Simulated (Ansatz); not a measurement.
## HfCdS3 in R-3c, a phase reached by a soft mode: a soft mode frozen in

Which phase does HfCdS3 in R-3c, a phase reached by a soft mode fall into along its unstable mode, and how much energy does it gain?

Calculated with Ansatz 0.2.0; DFT PBEsol, scalar-relativistic, plane waves, PAW; PAW set soft_1.

The structure was built from a prototype and need not be the compound's stable phase.

**1. The structure**

Symmetry: R-3c, No. 167, trigonal system. Conventional cell: a = 6.580 Å, b = 6.580 Å, c = 17.217 Å, α = 90.00°, β = 90.00°, γ = 120.00°. Nearest to Cd lie 3 S at 2.47 Å. Hf has 6 S at 2.52 Å nearest. S has 1 Cd at 2.47 Å and 2 Hf at 2.52 Å nearest. Farther neighbours and most contacts between anions are not listed.

Structure file:

```cif
data_structure
_symmetry_space_group_name_H-M 'P 1'
_symmetry_Int_Tables_number 1
_cell_length_a 6.8824
_cell_length_b 6.8824
_cell_length_c 6.8824
_cell_angle_alpha 57.113
_cell_angle_beta 57.113
_cell_angle_gamma 57.113
_cell_volume 215.18
loop_
_atom_site_label
_atom_site_type_symbol
_atom_site_fract_x
_atom_site_fract_y
_atom_site_fract_z
_atom_site_occupancy
Cd1 Cd 0.75000 0.75000 0.75000 1
Cd2 Cd 0.25000 0.25000 0.25000 1
Hf3 Hf 0.50000 0.50000 0.50000 1
Hf4 Hf 0.00000 0.00000 0.00000 1
S5 S 0.37442 0.75000 0.12558 1
S6 S 0.62558 0.25000 0.87442 1
S7 S 0.12558 0.37442 0.75000 1
S8 S 0.87442 0.62558 0.25000 1
S9 S 0.75000 0.12558 0.37442 1
S10 S 0.25000 0.87442 0.62558 1
```

**2. Linear response at the zone centre**

This phase was reached earlier by freezing in an unstable mode of a structure of higher symmetry and relaxing. Its zone-centre modes can show that it is still unstable.

Input file input.yaml:

```yaml
crystal:
  lattice:
    - [3.2899627313, 1.8994608685, 5.7388998122]
    - [-3.2899627313, 1.8994608685, 5.7388998122]
    - [0.0, -3.7989217371, 5.7388998122]
  atoms:
    - { symbol: Cd, position: [0.75, 0.75, 0.75] }
    - { symbol: Cd, position: [0.25, 0.25, 0.25] }
    - { symbol: Hf, position: [0.5, 0.5, 0.5] }
    - { symbol: Hf, position: [0.0, 0.0, 0.0] }
    - { symbol: S, position: [0.3744241639, 0.75, 0.1255758361] }
    - { symbol: S, position: [0.6255758361, 0.25, 0.8744241639] }
    - { symbol: S, position: [0.1255758361, 0.3744241639, 0.75] }
    - { symbol: S, position: [0.8744241639, 0.6255758361, 0.25] }
    - { symbol: S, position: [0.75, 0.1255758361, 0.3744241639] }
    - { symbol: S, position: [0.25, 0.8744241639, 0.6255758361] }
kpoints:
  mp_grid: { grid: [6, 6, 6] }
hamiltonian:
  xc: pbesol
  pseudopotentials: { kind: paw, azcp: { folder: soft_1 }, xc_functional: pbe }
scf:
  occupations: { method: fixed }
output:
  eigenvalues: true
phonons:
  method: dfpt
  dielectric: true
  rigid_motions: translations
```

Launch:

```bash
> ansatz run input.yaml --threads 4 --pin off --max-ram 16384MiB --backend cpu --events-out ev --progress --plain --runs-dir out
```

Numbers of over 12 decimals in the logs are rounded to 6 here.

Log:

```text
Engine: ansatz 0.2.0, aarch64-unknown-linux-gnu
Pseudopotentials: kind: paw
Pseudopotential: Cd, paw, valence charge 20, recommended cutoff 420 eV (normal), soft_1/Cd.paw.azcp
Pseudopotential: Hf, paw, valence charge 26, recommended cutoff 420 eV (normal), soft_1/Hf.paw.azcp
Pseudopotential: S, paw, valence charge 6, recommended cutoff 420 eV (normal), soft_1/S.paw.azcp
Functional definition: PBEsol
  exchange = pbesol_x
  correlation = pbesol_c
Crystal: 10 atoms, lattice volume = 215.180 Å³
Basis set: ecut = 420 eV, 4177 PW (Γ), exchange–correlation on 96×96×96 points (8 copies of the dense FFT grid, shifted against one another)
Bands: 77, of which v1, the nominal top of the filled ones, is band 64 counted from 1 (63 counted from 0)
Symmetry: 12 space group operations
k-points: 112 of 216 (irreducible under 1 space group operation, time reversal used)
Non-local potential: Cd, projectors of the file, l = 0: 3, l = 1: 2, l = 2: 2, l = 3: 1
Non-local potential: Hf, projectors of the file, l = 0: 3, l = 1: 2, l = 2: 2, l = 3: 3
Non-local potential: S, projectors of the file, l = 0: 2, l = 1: 2, l = 2: 1
PAW form: soft (Blöchl's): semilocal exchange-correlation on the pseudo side does not see the compensation charge
PAW frozen core: Cd, regenerated for the run's functional, and the local potential with it (the file was generated under x = pbe(κ = 0.804, μ = 0.219515), c = pbe(β = 0.066725))
PAW frozen core: Hf, regenerated for the run's functional, and the local potential with it (the file was generated under x = pbe(κ = 0.804, μ = 0.219515), c = pbe(β = 0.066725))
PAW frozen core: S, regenerated for the run's functional, and the local potential with it (the file was generated under x = pbe(κ = 0.804, μ = 0.219515), c = pbe(β = 0.066725))
PAW one-centre angular grid: Cd, 590 points (default); XC on 64 Gauss nodes
PAW one-centre angular grid: Hf, 590 points (default); XC on 64 Gauss nodes
PAW one-centre angular grid: S, 110 points (default); XC on 64 Gauss nodes
Initial density: superposition of atomic densities (chi_scale 0.1, normalization cell, long waves kept (reshape's long-wave potential 0.00 eV rms))
Initial wavefunctions: pseudopotential atomic-orbital guess
Functional: x = pbesol(κ = 0.804, μ = 0.123457), c = pbesol(β = 0.046)
SCF iter   1: F=—  HF=-52888.404320 eV  |F-HF|=—  |Δ(HF+E_count)|=         —  Δρ=4.71e-2  dr2=9.32e0  ethr=3.10e-3  ⟨swp⟩=4.9  Hψ=28122  notcnv=0  defer=1211
preconditioner: auto → Resta (q_TF=auto, 2.502 Å⁻¹)  ε∞=5.5  [insulator: Δε(μ)=0.540 eV  Ē_g=11.628 eV  n_scr=58 (ndim 8)  ℏωp=24.8 eV  f_vac=0.000  ε∞_Penn≈5.5]
SCF iter   2: F=—  HF=-52886.434586 eV  |F-HF|=—  |Δ(HF+E_count)|=    1.97e0  Δρ=2.07e-2  dr2=1.20e0  ethr=3.10e-3  ⟨swp⟩=3.0  Hψ=16985  notcnv=0  defer=1166
SCF iter   3: F=—  HF=-52886.063399 eV  |F-HF|=—  |Δ(HF+E_count)|=   3.71e-1  Δρ=1.04e-2  dr2=2.94e-1  ethr=9.37e-4  ⟨swp⟩=2.0  Hψ=13884  notcnv=0  defer=1229
SCF iter   4: F=—  HF=-52885.972903 eV  |F-HF|=—  |Δ(HF+E_count)|=   9.05e-2  Δρ=4.13e-3  dr2=3.49e-2  ethr=2.30e-4  ⟨swp⟩=3.0  Hψ=16400  notcnv=0  defer=1229
SCF iter   5: F=—  HF=-52885.974220 eV  |F-HF|=—  |Δ(HF+E_count)|=   1.32e-3  Δρ=1.33e-3  dr2=3.73e-3  ethr=2.73e-5  ⟨swp⟩=2.0  Hψ=13775  notcnv=0  defer=1229
SCF iter   6: F=—  HF=-52885.974078 eV  |F-HF|=—  |Δ(HF+E_count)|=   1.42e-4  Δρ=2.31e-4  dr2=1.07e-4  ethr=2.91e-6  ⟨swp⟩=2.0  Hψ=13486  notcnv=0  defer=1229
SCF iter   7: F=—  HF=-52885.974208 eV  |F-HF|=—  |Δ(HF+E_count)|=   1.31e-4  Δρ=8.20e-5  dr2=2.07e-5  ethr=8.36e-8  ⟨swp⟩=2.0  Hψ=14248  notcnv=0  defer=1127
SCF iter   8: F=—  HF=-52885.974216 eV  |F-HF|=—  |Δ(HF+E_count)|=   7.07e-6  Δρ=4.47e-5  dr2=3.05e-6  ethr=1.62e-8  ⟨swp⟩=2.0  Hψ=14801  notcnv=0  defer=745
SCF iter   9: F=—  HF=-52885.974063 eV  |F-HF|=—  |Δ(HF+E_count)|=   1.53e-4  Δρ=1.15e-5  dr2=3.00e-7  ethr=2.38e-9  ⟨swp⟩=2.0  Hψ=14999  notcnv=0  defer=648
SCF iter  10: F=—  HF=-52885.974063 eV  |F-HF|=—  |Δ(HF+E_count)|=   6.38e-8  Δρ=1.79e-6  dr2=6.12e-9  ethr=2.35e-10  ⟨swp⟩=2.0  Hψ=14252  notcnv=0  defer=648
SCF iter  11: F=—  HF=-52885.974063 eV  |F-HF|=—  |Δ(HF+E_count)|=   2.21e-9  Δρ=4.11e-7  dr2=4.37e-10  ethr=4.78e-12  ⟨swp⟩=2.0  Hψ=14207  notcnv=0  defer=648
SCF iter  12: F=-52885.974063 eV  HF=-52885.974063 eV  |F-HF|=0.00e0  |Δ(HF+E_count)|=  1.02e-10  Δρ=8.14e-8  dr2=1.60e-11  ethr=1.00e-12  ⟨swp⟩=15.9  Hψ=62550  notcnv=0
SCF 1 converged in 12 iterations: F = -52885.974063 eV  dr2 = 1.60e-11
  greatest PAW one-centre occupation: 1.000 electrons in one spin orbital (limit 2), on the Cd atom at site 1 (counted from 0), in its partial waves of l = 0
NSCF: frozen V_eff on 6 k-points
DFPT response loops at Γ: preconditioner auto → Resta (q_TF=auto, 2.502 Å⁻¹)  ε∞=7.5 (no band partly filled); β = 1.00, the filter's whole step (`scf.mixing.beta` (0.50) is not read by the response loops at its default; to damp them type it under 1.00, their step now; it binds the ground state too); Broyden in place of MSR1
── the response to a field inside a basis, on 10×10×10 k-points: an SCF that follows is theirs, and a resumed run solves both again ──
Bands: 65, of which v1, the nominal top of the filled ones, is band 64 counted from 1 (63 counted from 0)
k-points: 110 of 1000
Initial density: handed on by an earlier stage of this run
Initial wavefunctions: pseudopotential atomic-orbital guess (no wavefunctions were taken with the density)
Eigensolver: Dense (110 Hₖ)
SCF iter   1: F=—  HF=-52885.744733 eV  |F-HF|=—  |Δ(HF+E_count)|=         —  Δρ=4.17e-4  dr2=1.22e-4  ethr=1.00e-1
preconditioner: auto → Resta (q_TF=auto, 2.502 Å⁻¹)  ε∞=8.3  [insulator: Δε(μ)=1.148 eV  Ē_g=9.162 eV  n_scr=58 (ndim 8)  ℏωp=24.8 eV  f_vac=0.000  ε∞_Penn≈8.3]
SCF iter   2: F=—  HF=-52885.744753 eV  |F-HF|=—  |Δ(HF+E_count)|=   2.08e-5  Δρ=2.18e-4  dr2=3.54e-5  ethr=9.56e-8
SCF iter   3: F=—  HF=-52885.744770 eV  |F-HF|=—  |Δ(HF+E_count)|=   1.64e-5  Δρ=6.62e-5  dr2=5.52e-6  ethr=2.76e-8
SCF iter   4: F=—  HF=-52885.744768 eV  |F-HF|=—  |Δ(HF+E_count)|=   2.10e-6  Δρ=1.70e-5  dr2=6.88e-7  ethr=4.31e-9
SCF iter   5: F=—  HF=-52885.744768 eV  |F-HF|=—  |Δ(HF+E_count)|=  4.95e-10  Δρ=6.27e-6  dr2=1.13e-7  ethr=5.37e-10
SCF iter   6: F=-52885.744768 eV  HF=-52885.744768 eV  |F-HF|=2.28e-9  |Δ(HF+E_count)|=   3.42e-8  Δρ=1.61e-6  dr2=6.69e-9  ethr=8.82e-11
SCF 1 converged in 6 iterations: F = -52885.744768 eV  dr2 = 6.69e-9
DFPT response loops at Γ: preconditioner auto → Resta (q_TF=auto, 2.502 Å⁻¹)  ε∞=7.2 (no band partly filled); β = 1.00, the filter's whole step (`scf.mixing.beta` (0.50) is not read by the response loops at its default; to damp them type it under 1.00, their step now; it binds the ground state too); Broyden in place of MSR1
WARN: field response: ε∞ stands inside a basis, on 10×10×10 points; the force constants stand on the 6×6×6 k-mesh, whose period is 12.92 times the interband length at k = (0.0000, 0.0000, 0.0000), direct gap 1.360 eV, under 14: take them and everything formed from them as unconverged, and compare with a denser kpoints.mp_grid
SCF converged after 12 iterations
Free energy (F): -52885.974063 eV
Harris-Foulkes:  -52885.974063 eV  (|F-HF|=0.00e0)
Internal energy: -52885.974063 eV  (E = F + TS)
E sigma→0 (E₀):  -52885.974063 eV
Fermi energy:    9.011963 eV
--- Per-component energies (eV) ---
  E_band       = -1352.406364
  E_kinetic    = 2326.211295
  E_local      = -24329.502420  (includes V_loc(G=0)·N_el)
  E_nonlocal   = 589.918334
  E_hartree    = 11376.041013
  E_xc         = -1366.955386
  E_vxc        = -1394.340689  (∫ρ·V_xc dr)
  E_paw        = -26766.837829  (= ΣΔE_a)
  E_vpaw       = -1296.775915  (= ΣTr[D̂ρ^β])
  E_aug_tail   = 0.000869  (compensation charges beyond the density's cutoff)
  E_ewald      = -14718.407670
  E_core_change = 3.557730  (= ΣΔE_core)
  E_smearing   = -0.000000  (= −TS)
  E_closure    = 0.000000  (closes the sum)
  Σ components = -52885.974063   (vs F -52885.974063, Δ=0.00e0)
--- Band table (eV; the first three rows and the last of 112) ---
  k-point 0: bands = [... 60 lower, 8.5777, 8.7745, 8.7745, 9.0120, 10.3715, 10.4847, 10.4847, 11.7944, ... 9 higher]
  k-point 1: bands = [... 60 lower, 8.3754, 8.5537, 8.5645, 8.8214, 10.5612, 10.6676, 10.7843, 11.8265, ... 9 higher]
  k-point 2: bands = [... 60 lower, 8.1184, 8.3844, 8.3985, 8.5660, 10.6986, 10.8654, 11.2714, 11.6489, ... 9 higher]
  k-point 111: bands = [... 60 lower, 8.4793, 8.4793, 8.4793, 8.4793, 11.1336, 11.1336, 11.9233, 11.9233, ... 9 higher]
--- Phonons (Γ-DFPT): 6 representative perturbations + reference, on 112 of 216 k-points (Σ response iterations 28) ---
  k mesh reduced under 1 symmetry operation, with k and −k counted as one. Each operation leaves every solved perturbation unchanged. A smaller set is not considered because the run solves the response to a homogeneous field
  ASR residual: 2.171e-5 → 0.000e0 eV/Å²; symmetrization residual: 6.135e-5 eV/Å²
  ASR residual per site (eV/Å²): 2.17e-5 2.17e-5 9.06e-6 9.06e-6 8.87e-6 8.87e-6 9.95e-6 9.95e-6 8.87e-6 8.87e-6
  Γ frequencies (cm⁻¹): -45.97 -32.38 0.00 0.00 0.00 36.29 36.29 64.42 64.42 68.76 68.84 68.84 108.15 108.15 148.19 151.95 151.95 152.31 235.99 235.99 263.94 275.94 276.30 290.36 290.36 315.87 315.87 316.58 316.58 402.55
  ε∞ (high-frequency dielectric tensor):
       10.521207    -0.000000    -0.000000
       -0.000000    10.521207     0.000000
       -0.000000     0.000000     9.617564
  softest optical mode at Γ: -45.97 cm⁻¹; the repairs (sum rule, projections) moved no ω² at Γ by more than (3.97 cm⁻¹)²
  Born effective charges Z* (e; rows j = field, columns β = displacement):
    site 0:
         2.74835    0.00000    0.00000
        -0.00000    2.74835    0.00000
         0.00000    0.00000    1.82905
    site 1:
         2.74835    0.00000    0.00000
        -0.00000    2.74835    0.00000
         0.00000    0.00000    1.82905
    site 2:
         7.06778   -0.47861   -0.00000
         0.47861    7.06778   -0.00000
         0.00000   -0.00000    7.21876
    site 3:
         7.06778    0.47861    0.00000
        -0.47861    7.06778   -0.00000
        -0.00000   -0.00000    7.21876
    site 4:
        -3.63613    0.63061   -1.68143
         0.63061   -2.90796    0.97078
        -1.81165    1.04596   -3.01594
    site 5:
        -3.63613    0.63061   -1.68143
         0.63061   -2.90796    0.97078
        -1.81165    1.04596   -3.01594
    site 6:
        -2.54387   -0.00000    0.00000
        -0.00000   -4.00021   -1.94155
         0.00000   -2.09192   -3.01594
    site 7:
        -2.54387   -0.00000    0.00000
        -0.00000   -4.00021   -1.94155
         0.00000   -2.09192   -3.01594
    site 8:
        -3.63613   -0.63061    1.68143
        -0.63061   -2.90796    0.97078
         1.81165    1.04596   -3.01594
    site 9:
        -3.63613   -0.63061    1.68143
        -0.63061   -2.90796    0.97078
         1.81165    1.04596   -3.01594
  Z* charge neutrality: 1.863e-2 e pre-enforcement
  solved inside a basis spanned on kpoints, on 10×10×10 k-points, taken by the longest dipole's decay: ε∞ is read to err by 5.4e-2, Z* by 1.5e-1 e (field_mesh: kpoints solves on kpoints); Z* is corrected for what the basis lacks
  optical modes at Γ without the LO–TO term, one row a degenerate level:
      ω (cm⁻¹)  modes    IR ((D/Å)²/amu)
        -45.97      1             4.9977
        -32.38      1             0.0000
         36.29      2             0.0003
         64.42      2            18.2584
         68.76      1            19.1809
         68.84      2             0.0000
        108.15      2             0.0000
[...]
optical modes at Γ + LO–TO along q̂ = [1.0000, 0.0000, 0.0000]:
      ω (cm⁻¹)  modes    IR ((D/Å)²/amu)
[...]
optical modes at Γ + LO–TO along q̂ = [0.0000, 1.0000, 0.0000]:
      ω (cm⁻¹)  modes    IR ((D/Å)²/amu)
[...]
optical modes at Γ + LO–TO along q̂ = [0.0000, 0.0000, 1.0000]:
      ω (cm⁻¹)  modes    IR ((D/Å)²/amu)
[...]
128.66      1             5.5769
        148.19      1             0.0000
        151.95      2             0.6995
        152.31      1             0.0000
        235.99      2           105.1212
        275.94      1             0.0000
        276.30      1             0.0000
        290.36      2             0.0000
        315.87      2            21.3744
        316.58      2             0.0000
        363.42      1            67.2634
        402.55      1             0.0000
```

Elapsed: 11 min, on 4 threads of Arm Neoverse V2, shared host; peak memory 6.9 GiB.

The column dr2 measures how far the density is from self-consistency, as an energy; F and HF (Harris–Foulkes) agree once it is small.

Numbers from this step:

```
gap on the k-mesh                                       : 1.076 eV
volume per atom                                         : 21.52 Å³
sum-rule residual before enforcement                    : 2.17e-5 eV/Å²
miss of the charge sum rule                             : 0.01863 e
estimated error of the dielectric tensor                : 0.05440
estimated error of the Born charges                     : 0.1507 e
point group                                             : -3m
highest optical mode at the zone centre (no LO-TO term) : 402.6 cm⁻¹
lowest optical zone-centre mode                         : -45.97 cm⁻¹
mean high-frequency dielectric constant                 : 10.22
largest Born charge (third of the trace)                : 7.118 e
top of the zone-centre spectrum with the field          : 402.6 cm⁻¹
```

Patterns of degenerate modes are one choice out of their space. The modes at Γ (shares of kinetic energy by element, %) (negative means imaginary):

```
mode  frequency (cm⁻¹)  symmetry  Cd %  Hf %  S %
   1             -46.0       A2u    66     9   25
   2             -32.4       A2g   100     0    0
   3               0.0  acoustic    29    46   25
   4               0.0  acoustic    29    46   25
   5               0.0  acoustic    29    46   25
   6              36.3        Eu    32    28   41
   7              36.3        Eu    32    28   41
   8              64.4        Eu     3    33   64
   9              64.4        Eu     3    33   64
  10              68.8       A2u     4    40   56
  11              68.8        Eg    41     0   59
  12              68.8        Eg    41     0   59
  13             108.2        Eg    47     0   53
  14             108.2        Eg    47     0   53
  15             148.2       A1u     0    97    3
  16             151.9        Eu    14    86    1
  17             151.9        Eu    14    86    1
  18             152.3       A2g     0     0  100
  19             236.0        Eu    19     4   77
  20             236.0        Eu    19     4   77
  21             263.9       A2u     0     5   95
  22             275.9       A1u     0     3   97
  23             276.3       A1g     0     0  100
  24             290.4        Eg    12     0   88
  25             290.4        Eg    12     0   88
  26             315.9        Eu     4     4   93
  27             315.9        Eu     4     4   93
  28             316.6        Eg     1     0   99
  29             316.6        Eg     1     0   99
  30             402.6       A2g     0     0  100
```

Displacements in mode 1 (-46.0 cm⁻¹), the largest set to 1:
```
Cd1  0.00  0.00  1.00
Cd2  0.00  0.00  1.00
Hf3  0.00  0.00 -0.29
Hf4  0.00  0.00 -0.29
S5   0.16 -0.09 -0.63
S6   0.16 -0.09 -0.63
S7   0.00  0.19 -0.63
S8   0.00  0.19 -0.63
S9  -0.16 -0.09 -0.63
S10 -0.16 -0.09 -0.63
```

Displacements in mode 25 (290.4 cm⁻¹), the largest set to 1:
```
Cd1 -0.06  0.29  0.00
Cd2  0.06 -0.29  0.00
Hf3  0.00  0.00  0.00
Hf4  0.00  0.00  0.00
S5  -0.34 -0.82  0.25
S6   0.34  0.82 -0.25
S7   0.25 -0.17 -0.36
S8  -0.25  0.17  0.36
S9   0.52 -1.00  0.11
S10 -0.52  1.00 -0.11
```

Before it was imposed, the acoustic sum rule was missed by 2.2e-5 eV/Å² and the charge sum rule by 0.019 e. Small misses are needed for a sound result but don't prove that mesh and cutoff are converged. The lowest optical mode is imaginary, 46.0i cm⁻¹, so the energy falls along it.

The log warns of the k mesh: “the force constants stand on the 6×6×6 k-mesh, whose period is 12.92 times the interband length at k = (0.0000, 0.0000, 0.0000), direct gap 1.360 eV, under 14: take them and everything formed from them as unconverged”.

**3. The mode frozen in, largest atomic shift 0 Å**

The mode followed lies at Γ with frequency 46.0i cm⁻¹, the softest among the wavevectors solved. At small amplitude the distorted cell has space group no. 161 by a symmetry search on the positions. The undistorted cell that holds it gives the zero of energy on the same k mesh.

Edit input.yaml of step 2 so:

```diff
@@ -22,8 +22,6 @@
 scf:
-  occupations: { method: fixed }
+  occupations: { method: gaussian, width: 0.02 }
 output:
+  forces: true
+  stress: true
   eigenvalues: true
-phonons:
-  method: dfpt
-  dielectric: true
-  rigid_motions: translations
```

Log:

```text
[...]
Crystal: 10 atoms, lattice volume = 215.180 Å³
Basis set: ecut = 420 eV, 4177 PW (Γ), exchange–correlation on 96×96×96 points (8 copies of the dense FFT grid, shifted against one another)
Bands: 77, of which v1, the nominal top of the filled ones, is band 64 counted from 1 (63 counted from 0)
Symmetry: 12 space group operations
[...]
k-points: 32 of 216
[...]
k-point 0: bands = [... 60 lower, 8.5777, 8.7745, 8.7745, 9.0120, 10.3715, 10.4846, 10.4846, 11.7944, ... 6 higher]
  k-point 1: bands = [... 60 lower, 8.3755, 8.5537, 8.5645, 8.8214, 10.5612, 10.6676, 10.7843, 11.8265, ... 6 higher]
  k-point 2: bands = [... 60 lower, 8.1184, 8.3844, 8.3985, 8.5660, 10.6986, 10.8653, 11.2714, 11.6488, ... 6 higher]
  k-point 31: bands = [... 60 lower, 8.4793, 8.4793, 8.4793, 8.4793, 11.1336, 11.1336, 11.9233, 11.9233, ... 6 higher]
[key lines of the parts left out:]
SCF converged after 10 iterations
Free energy (F): -52885.974063 eV
Fermi energy:    9.549751 eV
P = ⅓ Tr σ = -0.0041 GPa (-0.041 kbar)
```

Elapsed: 7.2 s, on 4 threads; peak memory 0.89 GiB.

Numbers from this step:

* pressure: -0.004059 GPa
* energy from the undistorted cell: 0 meV/atom

At this level the gap is 1.08 eV on the k-mesh of the self-consistent run, which can miss the band edges.

[end of part 1 of 3]

[Logs are printed without paths, hosts, clocks, repeated set-up lines and the standing remarks that a program may print on its own settings, such as how far it seeks lower states.]

[Hosts, paths, dates, database ids (printed as entryN), source tags and the programs' standing remarks are cut or masked in the printed files.]
